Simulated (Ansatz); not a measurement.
# AlFe (Pm-3m): the Drude term of Re ε in the infrared

Re ε of AlFe (Pm-3m) at low photon energies is read from one computed spectrum; the carriers' damping was typed as γ = 0.1 eV.

It takes space group Pm-3m (No. 221, cubic). The conventional cell has a = 2.910 Å, b = 2.910 Å, c = 2.910 Å, α = 90.00°, β = 90.00°, γ = 90.00°. Fe on site b is surrounded by 8 Al at 2.52 Å. Al on site a is surrounded by 8 Fe at 2.52 Å.

Method: Ansatz 0.2.0, PBE, independent particles, k-mesh 12×12×12 with interpolation inside its cells, Gaussian parameter 0.1 eV.

Launch of the response step: `ansatz run input.yaml --threads 4 --pin off --max-ram 8192MiB --backend cpu --events-out ev --progress --plain --runs-dir out`. The run took 60 s, on 4 threads of Intel(R) Xeon(R) Processor @ 2.50GHz (Skylake/Cascade Lake), on a shared host.

```tsv
photon energy E (eV)	wavelength (µm)	Re ε
0.25	4.96	-403.2
0.30	4.13	?
0.35	3.54	-218.4
0.40	3.10	-166.4
0.50	2.48	-102.1
0.60	2.07	-65.3
0.70	1.77	-42.2
```

A Drude term over a constant background gives Re ε = ε_b − ωp²/(E² + γ²), linear in 1/(E² + γ²).

Working, on the rows shown:

| x = 1/(E² + γ²) (eV⁻²) | y = Re ε |
| --- | --- |
| 13.7931 | -403.2 |
| 7.54717 | -218.4 |
| 5.88235 | -166.4 |
| 3.84615 | -102.1 |
| 2.7027 | -65.3 |
| 2 | -42.2 |

Means: x̄ = 5.9619, ȳ = -166.27. Σ(x − x̄)(y − ȳ) = -2894, Σ(x − x̄)² = 94.64. Slope = -2894 / 94.64 = -30.58; intercept = ȳ − slope · x̄ = 16.068. The line misses the rows shown by at most 3.7.

Problem. What does the fit predict for the withheld row, and how well does it do?

Solution. At x = 10 the line gives y = -289.76. The run gave -293.4, so the interpolation is off by 3.6, 1.0 % of the range in the table.

Refitted with all rows, the slope is -30.7 and the intercept 16.306. These give ωp = √(−slope) = 5.54 eV, against 5.38 eV from the program's Fermi-surface sum, and an intercept of 16.3. Taking the program's Drude term off the rows leaves -3 at the lowest energy and 16 at the highest, so the background isn't constant: interband transitions lie in or near the window, and neither fitted number can be trusted. The values come from a sum over the points of one k-mesh and carry its error, which is largest for Fermi-surface quantities.

[Logs are printed without paths, hosts, clocks, repeated set-up lines and the standing remarks that a program may print on its own settings, such as how far it seeks lower states.]
